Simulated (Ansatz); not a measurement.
# BiN (hypothetical, Fm-3m): phonons against volume, part 3 of 4

Which modes of BiN (hypothetical) drive its thermal expansion? The crystal structure is hypothetical: it was made by swapping elements on a known structure type.

Ansatz 0.2.0; DFT PBEsol, scalar-relativistic, plane waves, PAW.

So far, highest frequency (cm⁻¹): step 7 (phonons, V/V0 1) 413.

### 8. Single point at a scaled cell, V/V0 1.015

Symmetry fixes every atom, so a single point at the scaled cell gives the energy and pressure of this member.

The cell differs from the one that the last finished run ended in (a 3.593 → 3.611 Å, b 3.593 → 3.611 Å, c 3.593 → 3.611 Å).

Contents of input.yaml:

```yaml
crystal:
  lattice:
    - [1.805602174, 1.0424663339, 2.9485404707]
    - [-1.805602174, 1.0424663339, 2.9485404707]
    - [0.0, -2.0849283698, 2.9485419903]
  atoms:
    - { symbol: Bi, position: [0.5, 0.5, 0.5] }
    - { symbol: "N", position: [0.0, 0.0, 0.0] }
kpoints:
  mp_grid: { grid: [12, 12, 12] }
hamiltonian:
  xc: pbesol
scf:
  occupations: { method: gaussian, width: 0.01 }
output:
  forces: true
  stress: true
  eigenvalues: true
```

Run with:

```console
$ ansatz run input.yaml --threads 4 --pin off --max-ram 8192MiB --backend cpu --events-out ev --progress --plain --runs-dir out
```

Numbers of over 12 decimals in the logs are rounded to 6 here.

Output:

```text
[...]
Crystal: 2 atoms, lattice volume = 33.300 Å³
Basis set: ecut = 420 eV, 645 PW (Γ), exchange–correlation on 50×50×50 points (8 copies of the dense FFT grid, shifted against one another)
Bands: 14, of which v1, the nominal top of the filled ones, is band 10 counted from 1 (9 counted from 0)
Symmetry: 48 space group operations
[...]
k-points: 72 of 1728
[...]
SCF iter   1: F=—  HF=-12619.178366 eV  |F-HF|=—  |Δ(HF+E_count)|=         —  Δρ=1.82e-2  dr2=1.37e-1  ethr=1.77e-3  ⟨swp⟩=5.9  Hψ=5188  notcnv=0
[...]
SCF iter   6: F=-12619.149066 eV  HF=-12619.149066 eV  |F-HF|=4.34e-9  |Δ(HF+E_count)|=   3.79e-8  Δρ=4.46e-6  dr2=4.35e-9  ethr=3.11e-10  ⟨swp⟩=3.0  Hψ=4254  notcnv=0
SCF 1 converged in 6 iterations: F = -12619.149066 eV  dr2 = 4.35e-9
[...]
SCF converged after 6 iterations
Free energy (F): -12619.149066 eV
[...]
Internal energy: -12619.149066 eV  (E = F + TS)
E sigma→0 (E₀):  -12619.149066 eV
Fermi energy:    13.175226 eV
[...]
--- Stress (GPa, compression-positive) ---
       -1.982635      -0.000000       0.000000
       -0.000000      -1.982635       0.000000
       -0.000000      -0.000000      -1.982635
  P = ⅓ Tr σ = -1.9826 GPa (-19.826 kbar)
--- Band table (eV; the first three rows and the last of 72) ---
  k-point 0: bands = [... 6 lower, 5.9364, 10.8774, 10.8774, 10.8774, 19.4468, 19.4468, 19.4468, 21.9498]
  k-point 1: bands = [... 6 lower, 5.6739, 10.9059, 10.9059, 11.0392, 18.5219, 19.0578, 19.0578, 21.2808]
  k-point 2: bands = [... 6 lower, 4.9844, 10.9893, 10.9893, 11.4124, 16.9157, 18.1929, 18.1929, 20.9817]
  k-point 71: bands = [... 6 lower, 2.9234, 7.4104, 7.4104, 12.4732, 15.3871, 17.5566, 17.5566, 23.4703]
```

It took 0.76 s on 4 threads of Intel Xeon 6975P-C (Granite Rapids), shared host; peak memory 0.36 GiB; 1.8 s of CPU time.

Numbers from this step:

| Item | Value |
| --- | --- |
| pressure | -1.983 GPa |
| gap on the k-mesh | 0.1807 eV |
| volume per atom | 16.65 Å³ |

The run ends at a pressure of -1.98 GPa.

### 9. Phonons, V/V0 1.015

The same q-mesh and k-mesh are kept at every volume, so that much of their error can cancel in the differences.

Contents of input.yaml:

```yaml
crystal:
  lattice:
    - [1.8056031893, 1.0424669201, 2.9485371547]
    - [-1.8056031893, 1.0424669201, 2.9485371547]
    - [0.0, -2.0849295422, 2.9485386743]
  atoms:
    - { symbol: Bi, position: [0.5, 0.5, 0.5] }
    - { symbol: "N", position: [0.0, 0.0, 0.0] }
kpoints:
  mp_grid: { grid: [12, 12, 12] }
hamiltonian:
  xc: pbesol
scf:
  occupations: { method: gaussian, width: 0.01 }
output:
  eigenvalues: true
phonons:
  method: dfpt
  qmesh: [4, 4, 4]
  temperatures: { t_max: 1000, t_step: 50 }
  qpath:
    path:
      - [[0.0, 0.0, 0.0], [0.5, 0.5, 0.0], [0.625, 0.375, 0.0]]
      - [[0.375, 0.0, -0.375], [0.0, 0.0, 0.0], [0.5, 0.0, 0.0], [0.5, 0.25, -0.25], [0.5, 0.5, 0.0]]
    npoints: 10
```

Output:

```text
[...]
Crystal: 2 atoms, lattice volume = 33.300 Å³
Basis set: ecut = 420 eV, 645 PW (Γ), exchange–correlation on 50×50×50 points (8 copies of the dense FFT grid, shifted against one another)
Bands: 14, of which v1, the nominal top of the filled ones, is band 10 counted from 1 (9 counted from 0)
Symmetry: 48 space group operations
k-points: 72 of 1728
[...]
k-point 71: bands = [... 6 lower, 2.9235, 7.4104, 7.4104, 12.4732, 15.3871, 17.5566, 17.5566, 23.4703]
[...]
ASR residual: 3.300e-5 → 0.000e0 eV/Å²; symmetrization residual: 3.048e-7 eV/Å²
  ASR residual per site (eV/Å²): 3.30e-5 9.03e-6
  Γ frequencies (cm⁻¹): -213.29 -213.29 -213.29 0.00 0.00 0.00
--- Phonons (arbitrary-q DFPT): 8 irreducible q on the 4×4×4 mesh ---
[...]
interpolated dispersion: 62 rows × 6 modes
[...]
[key lines of the parts left out:]
SCF converged after 8 iterations
Free energy (F): -12619.149066 eV
Fermi energy:    13.175247 eV
```

Elapsed: 3.2 min, on 4 threads; peak memory 2.3 GiB; 11 min of CPU time.

The lowest solved frequency is -213 cm⁻¹, so the cell is unstable here and gives no valid free energy.

### 10. A cell at another volume, V/V0 0.985

Symmetry fixes every atom, so a single point at the scaled cell gives the energy and pressure of this member.

The cell differs from the one that the last finished run ended in (a 3.611 → 3.575 Å, b 3.611 → 3.575 Å, c 3.611 → 3.575 Å).

input.yaml, the sections that differ from step 9:

```yaml
crystal:
  lattice:
    - [1.7876347913, 1.0320928464, 2.9191998131]
    - [-1.7876347913, 1.0320928464, 2.9191998131]
    - [0.0, -2.0641814375, 2.9192013176]
  atoms:
    - { symbol: Bi, position: [0.5, 0.5, 0.5] }
    - { symbol: "N", position: [0.0, 0.0, 0.0] }
output:
  forces: true
  stress: true
  eigenvalues: true
  write_density: true
  write_potential: true
  elf: true
  volumetric_format: npy
# kpoints, hamiltonian, scf: as in step 9
# phonons: removed
```

Output:

```text
[...]
Crystal: 2 atoms, lattice volume = 32.316 Å³
Basis set: ecut = 420 eV, 609 PW (Γ), exchange–correlation on 48×48×48 points (8 copies of the dense FFT grid, shifted against one another)
Bands: 14, of which v1, the nominal top of the filled ones, is band 10 counted from 1 (9 counted from 0)
Symmetry: 48 space group operations
[...]
--- Band table (eV; the first three rows and the last of 72) ---
  k-point 0: bands = [... 6 lower, 6.6431, 11.3233, 11.3233, 11.3233, 20.2513, 20.2513, 20.2513, 22.4534]
  k-point 1: bands = [... 6 lower, 6.3528, 11.3532, 11.3532, 11.5099, 19.2674, 19.8350, 19.8350, 21.8426]
  k-point 2: bands = [... 6 lower, 5.6045, 11.4418, 11.4418, 11.9337, 17.5993, 18.9242, 18.9242, 21.5772]
  k-point 71: bands = [... 6 lower, 3.4434, 7.7628, 7.7628, 13.0288, 16.0609, 18.1891, 18.1891, 24.1815]
[key lines of the parts left out:]
SCF converged after 6 iterations
Free energy (F): -12619.148872 eV
Fermi energy:    13.798532 eV
P = ⅓ Tr σ = 2.1550 GPa (21.550 kbar)
```

It took 0.99 s on 4 threads; peak memory 0.35 GiB; 1.9 s of CPU time.

The run ends at a pressure of 2.15 GPa.

### 11. Phonons, V/V0 0.985

Phonons at this volume give one point of F(V, T); meshes stay fixed along the series.

Contents of input.yaml:

```yaml
crystal:
  lattice:
    - [1.7876357965, 1.0320934268, 2.9191965301]
    - [-1.7876357965, 1.0320934268, 2.9191965301]
    - [0.0, -2.0641825982, 2.9191980346]
  atoms:
    - { symbol: Bi, position: [0.5, 0.5, 0.5] }
    - { symbol: "N", position: [0.0, 0.0, 0.0] }
kpoints:
  mp_grid: { grid: [12, 12, 12] }
hamiltonian:
  xc: pbesol
scf:
  occupations: { method: gaussian, width: 0.01 }
output:
  eigenvalues: true
phonons:
  method: dfpt
  qmesh: [4, 4, 4]
  temperatures: { t_max: 1000, t_step: 50 }
  qpath:
    path:
      - [[0.0, 0.0, 0.0], [0.5, 0.5, 0.0], [0.625, 0.375, 0.0]]
      - [[0.375, 0.0, -0.375], [0.0, 0.0, 0.0], [0.5, 0.0, 0.0], [0.5, 0.25, -0.25], [0.5, 0.5, 0.0]]
    npoints: 10
```

Output:

```text
[...]
Crystal: 2 atoms, lattice volume = 32.316 Å³
Basis set: ecut = 420 eV, 609 PW (Γ), exchange–correlation on 48×48×48 points (8 copies of the dense FFT grid, shifted against one another)
Bands: 14, of which v1, the nominal top of the filled ones, is band 10 counted from 1 (9 counted from 0)
Symmetry: 48 space group operations
k-points: 72 of 1728
[...]
k-point 71: bands = [... 6 lower, 3.4434, 7.7628, 7.7628, 13.0289, 16.0609, 18.1891, 18.1891, 24.1815]
[...]
ASR residual: 3.380e-5 → 0.000e0 eV/Å²; symmetrization residual: 4.982e-7 eV/Å²
  ASR residual per site (eV/Å²): 3.38e-5 1.25e-6
  Γ frequencies (cm⁻¹): -194.09 -194.09 -194.09 0.00 0.00 0.00
--- Phonons (arbitrary-q DFPT): 8 irreducible q on the 4×4×4 mesh ---
[...]
interpolated dispersion: 62 rows × 6 modes
[...]
[key lines of the parts left out:]
SCF converged after 8 iterations
Free energy (F): -12619.148872 eV
Fermi energy:    13.798552 eV
```

Elapsed: 3.8 min, on 4 threads; peak memory 2.2 GiB; 12 min of CPU time.

No LO-TO term. Phonon branches along the path, in cm⁻¹:

```csv
point,branch 1,branch 2,branch 3,branch 4,branch 5,branch 6
Γ,-194,-194,-194,0,0,0
halfway,-105,-105,68,68,112,332
X,-133,-133,-128,94,94,151
halfway,-110,-35,72,123,145,153
U,-90,65,113,147,236,285
jump to K,-90,65,113,147,236,285
halfway,44,47,122,123,300,386
Γ,-194,-194,-194,0,0,0
halfway,39,39,112,265,265,373
L,62,62,162,343,343,412
halfway,67,78,144,237,278,379
W,-108,-108,100,123,123,328
halfway,-108,-80,84,117,148,235
X,-133,-133,-128,94,94,151
```

The phonon branches as a text plot (rows in cm⁻¹):

```
    407 |                                    ********
    381 |                    ****           *        **
    356 |                   *    *               *     **
    330 |    ***           * **               *** ***    ***
    305 |       *           *  **          * *      **      *
    279 |   *             **      **                 **      *
    253 |        *       *       *          *
    228 |                **               *           **
    202 |         **    *         **       *           *
    177 |  *            *           *                   *     *
    151 |           *******  **               ********* *    ****
    126 |       **     *  ***  ***        *  *         *******
    100 |    *** ****** **   *** ***     * **            ********
     74 |   *****      * ****     ***     *      ********     *
     49 |  **           *    *****  *    *  *****       *
     23 | *                      *   *  *  *
     -2 |*                        **  **
    -28 |              *       *  **      *
    -53 |                           *
    -79 |    **     *     *  **                          *  ****
   -105 |   *  ***    **** **       *                    ******
   -130 | **      *****              *   *                     **
   -156 |                            *  *
   -181 |**                          ****
         Γ           X  U|K            Γ         L        W     X
```

The lowest solved frequency is -194 cm⁻¹, so the cell is unstable here and gives no valid free energy.

### 12. Single point at a scaled cell, V/V0 1.03

Symmetry fixes every atom, so a single point at the scaled cell gives the energy and pressure of this member.

The cell differs from the one that the last finished run ended in (a 3.575 → 3.629 Å, b 3.575 → 3.629 Å, c 3.575 → 3.629 Å).

input.yaml, the sections that differ from step 11:

```yaml
crystal:
  lattice:
    - [1.8144533065, 1.0475765446, 2.9629943314]
    - [-1.8144533065, 1.0475765446, 2.9629943314]
    - [0.0, -2.0951487702, 2.9629958584]
  atoms:
    - { symbol: Bi, position: [0.5, 0.5, 0.5] }
    - { symbol: "N", position: [0.0, 0.0, 0.0] }
output:
  forces: true
  stress: true
  eigenvalues: true
# kpoints, hamiltonian, scf: as in step 11
# phonons: removed
```

Output:

```text
[...]
Crystal: 2 atoms, lattice volume = 33.792 Å³
Basis set: ecut = 420 eV, 645 PW (Γ), exchange–correlation on 50×50×50 points (8 copies of the dense FFT grid, shifted against one another)
Bands: 14, of which v1, the nominal top of the filled ones, is band 10 counted from 1 (9 counted from 0)
Symmetry: 48 space group operations
[...]
--- Band table (eV; the first three rows and the last of 72) ---
  k-point 0: bands = [... 6 lower, 5.5979, 10.6636, 10.6636, 10.6636, 19.0619, 19.0619, 19.0619, 21.7074]
  k-point 1: bands = [... 6 lower, 5.3478, 10.6910, 10.6910, 10.8138, 18.1633, 18.6853, 18.6853, 21.0111]
  k-point 2: bands = [... 6 lower, 4.6854, 10.7723, 10.7723, 11.1648, 16.5869, 17.8422, 17.8422, 20.6967]
  k-point 71: bands = [... 6 lower, 2.6729, 7.2415, 7.2415, 12.2073, 15.0647, 17.2512, 17.2512, 23.1292]
[key lines of the parts left out:]
SCF converged after 6 iterations
Free energy (F): -12619.140113 eV
Fermi energy:    12.878223 eV
P = ⅓ Tr σ = -3.8058 GPa (-38.058 kbar)
```

Run time: 0.71 s. Hardware: 4 threads; peak memory 0.36 GiB.

The run ends at a pressure of -3.81 GPa.

### 13. Lattice dynamics at this volume, V/V0 1.03

The same q-mesh and k-mesh are kept at every volume, so that much of their error can cancel in the differences.

Contents of input.yaml:

```yaml
crystal:
  lattice:
    - [1.8144543268, 1.0475771337, 2.9629909991]
    - [-1.8144543268, 1.0475771337, 2.9629909991]
    - [0.0, -2.0951499483, 2.9629925261]
  atoms:
    - { symbol: Bi, position: [0.5, 0.5, 0.5] }
    - { symbol: "N", position: [0.0, 0.0, 0.0] }
kpoints:
  mp_grid: { grid: [12, 12, 12] }
hamiltonian:
  xc: pbesol
scf:
  occupations: { method: gaussian, width: 0.01 }
output:
  eigenvalues: true
phonons:
  method: dfpt
  qmesh: [4, 4, 4]
  temperatures: { t_max: 1000, t_step: 50 }
  qpath:
    path:
      - [[0.0, 0.0, 0.0], [0.5, 0.5, 0.0], [0.625, 0.375, 0.0]]
      - [[0.375, 0.0, -0.375], [0.0, 0.0, 0.0], [0.5, 0.0, 0.0], [0.5, 0.25, -0.25], [0.5, 0.5, 0.0]]
    npoints: 10
```

Output:

```text
[...]
Crystal: 2 atoms, lattice volume = 33.792 Å³
Basis set: ecut = 420 eV, 645 PW (Γ), exchange–correlation on 50×50×50 points (8 copies of the dense FFT grid, shifted against one another)
Bands: 14, of which v1, the nominal top of the filled ones, is band 10 counted from 1 (9 counted from 0)
Symmetry: 48 space group operations
k-points: 72 of 1728
[...]
k-point 71: bands = [... 6 lower, 2.6730, 7.2415, 7.2415, 12.2073, 15.0647, 17.2512, 17.2512, 23.1292]
[...]
ASR residual: 2.345e-5 → 0.000e0 eV/Å²; symmetrization residual: 4.284e-7 eV/Å²
  ASR residual per site (eV/Å²): 2.34e-5 1.48e-5
  Γ frequencies (cm⁻¹): -221.73 -221.73 -221.73 0.00 0.00 0.00
--- Phonons (arbitrary-q DFPT): 8 irreducible q on the 4×4×4 mesh ---
[...]
interpolated dispersion: 62 rows × 6 modes
[...]
[key lines of the parts left out:]
SCF converged after 8 iterations
Free energy (F): -12619.140113 eV
Fermi energy:    12.878240 eV
```

Elapsed: 3 min, on 4 threads; peak memory 2.4 GiB; 10 min of CPU time.

No LO-TO term. Phonon branches along the path, in cm⁻¹:

| point | branch 1 | branch 2 | branch 3 | branch 4 | branch 5 | branch 6 |
| --- | --- | --- | --- | --- | --- | --- |
| Γ | -222 | -222 | -222 | 0 | 0 | 0 |
| halfway | -146 | -146 | 68 | 68 | 100 | 309 |
| X | -164 | -164 | -162 | 95 | 95 | 153 |
| halfway | -147 | -98 | -36 | 112 | 129 | 155 |
| U | -131 | 50 | 105 | 149 | 207 | 262 |
| jump to K | -131 | 50 | 105 | 149 | 207 | 262 |
| halfway | -68 | 33 | 103 | 114 | 269 | 362 |
| Γ | -222 | -222 | -222 | 0 | 0 | 0 |
| halfway | 28 | 28 | 106 | 232 | 232 | 349 |
| L | 54 | 54 | 153 | 314 | 314 | 388 |
| halfway | 54 | 66 | 136 | 209 | 252 | 354 |
| W | -140 | -140 | 92 | 127 | 127 | 303 |
| halfway | -144 | -124 | 74 | 118 | 151 | 207 |
| X | -164 | -164 | -162 | 95 | 95 | 153 |

The phonon branches as a text plot (rows in cm⁻¹):

```
    383 |                                    ********
    357 |                    ****           *        **
    332 |                   *    *                     **
    306 |    ***           *                  *******    ***
    280 |       *           *****          * *      **      *
    255 |   *    *        **      **                 **      *
    229 |                *       *          *
    203 |                 *               *           **
    177 |         **    **                 *           **
    152 |           *******       **           *******  *   *****
    126 |  *           *   ******   *        **       ** *****
    100 |      ********* **  *****         **           ****  ***
     74 |   *****       *         **      *          ***    **
     49 |  ****   **     *******    *    *   ***********      *
     23 | *                     **   *  **  *           *
     -3 |*                            **
    -29 |              **         **       *
    -54 |                        *                      *
    -80 |                       *        **
   -106 |              *       *  ***
   -132 |   ***     *   *******                          *******
   -157 |      *********            *    *                    ***
   -183 | **                         *  *
   -209 |**                          ****
         Γ           X  U|K            Γ         L        W     X
```

The lowest solved frequency is -222 cm⁻¹, so the cell is unstable here and gives no valid free energy.

### 14. Single point at a scaled cell, V/V0 0.97

Symmetry fixes every atom, so a single point at the scaled cell gives the energy and pressure of this member.

The cell differs from the one that the last finished run ended in (a 3.629 → 3.557 Å, b 3.629 → 3.557 Å, c 3.629 → 3.557 Å).

input.yaml, the sections that differ from step 13:

```yaml
crystal:
  lattice:
    - [1.7785140469, 1.0268269749, 2.9043056774]
    - [-1.7785140469, 1.0268269749, 2.9043056774]
    - [0.0, -2.0536497164, 2.9043071741]
  atoms:
    - { symbol: Bi, position: [0.5, 0.5, 0.5] }
    - { symbol: "N", position: [0.0, 0.0, 0.0] }
output:
  forces: true
  stress: true
  eigenvalues: true
# kpoints, hamiltonian, scf: as in step 13
# phonons: removed
```

Output:

```text
[...]
Crystal: 2 atoms, lattice volume = 31.823 Å³
Basis set: ecut = 420 eV, 609 PW (Γ), exchange–correlation on 48×48×48 points (8 copies of the dense FFT grid, shifted against one another)
Bands: 14, of which v1, the nominal top of the filled ones, is band 10 counted from 1 (9 counted from 0)
Symmetry: 48 space group operations
[...]
--- Band table (eV; the first three rows and the last of 72) ---
  k-point 0: bands = [... 6 lower, 7.0122, 11.5552, 11.5552, 11.5552, 20.6717, 20.6717, 20.6717, 22.7150]
  k-point 1: bands = [... 6 lower, 6.7063, 11.5863, 11.5863, 11.7564, 19.6548, 20.2407, 20.2407, 22.1356]
  k-point 2: bands = [... 6 lower, 5.9260, 11.6777, 11.6777, 12.2077, 17.9543, 19.3055, 19.3055, 21.8884]
  k-point 71: bands = [... 6 lower, 3.7135, 7.9472, 7.9472, 13.3210, 16.4134, 18.5180, 18.5180, 24.5532]
[key lines of the parts left out:]
SCF converged after 6 iterations
Free energy (F): -12619.138714 eV
Fermi energy:    14.126002 eV
P = ⅓ Tr σ = 4.4979 GPa (44.979 kbar)
```

It took 0.78 s on 4 threads; peak memory 0.36 GiB.

The run ends at a pressure of 4.50 GPa.

(Part 3 of 4 ends here.)

[Logs are printed without paths, hosts, clocks, repeated set-up lines and the standing remarks that a program may print on its own settings, such as how far it seeks lower states.]

[Hosts, paths, dates, database ids (printed as entryN), source tags and the programs' standing remarks are cut or masked in the printed files.]

[A step with changed settings may run another functional than the one named; its input shows which.]


